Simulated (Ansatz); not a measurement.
Two G0W0 runs on SiBPC (zincblende [110] superlattice) (Pmn2_1).

The structure was built from a prototype and need not be the compound's stable phase.

```xyz
8
Lattice="3.1456 0.0000 0.0000 0.0000 4.4642 0.0000 0.0000 0.0000 6.3290" Properties=species:S:1:pos:R:3 pbc="T T T"
B     0.0000   -0.1662    0.6749
P     1.5728    0.9850    0.8967
B     1.5728    2.0659    2.5536
P     0.0000    3.2171    2.3318
Si    0.0000    0.1772    4.0952
C     1.5728    1.2361    3.9780
Si    1.5728    2.4093    5.4623
C     0.0000    3.4682    5.5796
```

The structure was relaxed with PBEsol. The runs that relaxed it are not among those shown.

The first (Ansatz 0.2.0; start PBEsol, 4×4×2 mesh, 172 empty bands, screening to 90 eV, PAW set soft_1 files; 4 threads of Arm Neoverse V1, shared host) gave, on its mesh: starting gap 0.62 eV, G0W0 gap 1.27 eV, RPA ε∞ (mean) 9.86, 38 s.

**Question.** The second changes empty bands from 172 to 43 and screening cutoff (eV) from 90.0 to 36. What does it give?

It gave: starting gap 0.62 eV, G0W0 gap 1.00 eV, RPA ε∞ (mean) 10.15, 9.9 s. The G0W0 gap moves by −0.27 eV, +0.00 eV from the start and −0.27 eV from the correction. Σc changes by +0.78 eV at the valence top and +0.51 eV at the conduction bottom, and Σx − Vxc between them by +0.00 eV.

Limits: not at the basis limit; coarse k mesh.

[Paths, hosts, dates, memory and timing lines, banners, echoed tables and standing remarks are left out of the program output.]

[Logs are printed without paths, hosts, clocks, repeated set-up lines and the standing remarks that a program may print on its own settings, such as how far it seeks lower states.]

[Runs of the session that timed out or met a known fault of the program may be left out.]

[Cells called generated may have been cut or substituted from an entry of the Crystallography Open Database or the Materials Project.]

[Hosts, paths, dates, database ids (printed as entryN), source tags and the programs' standing remarks are cut or masked in the printed files.]
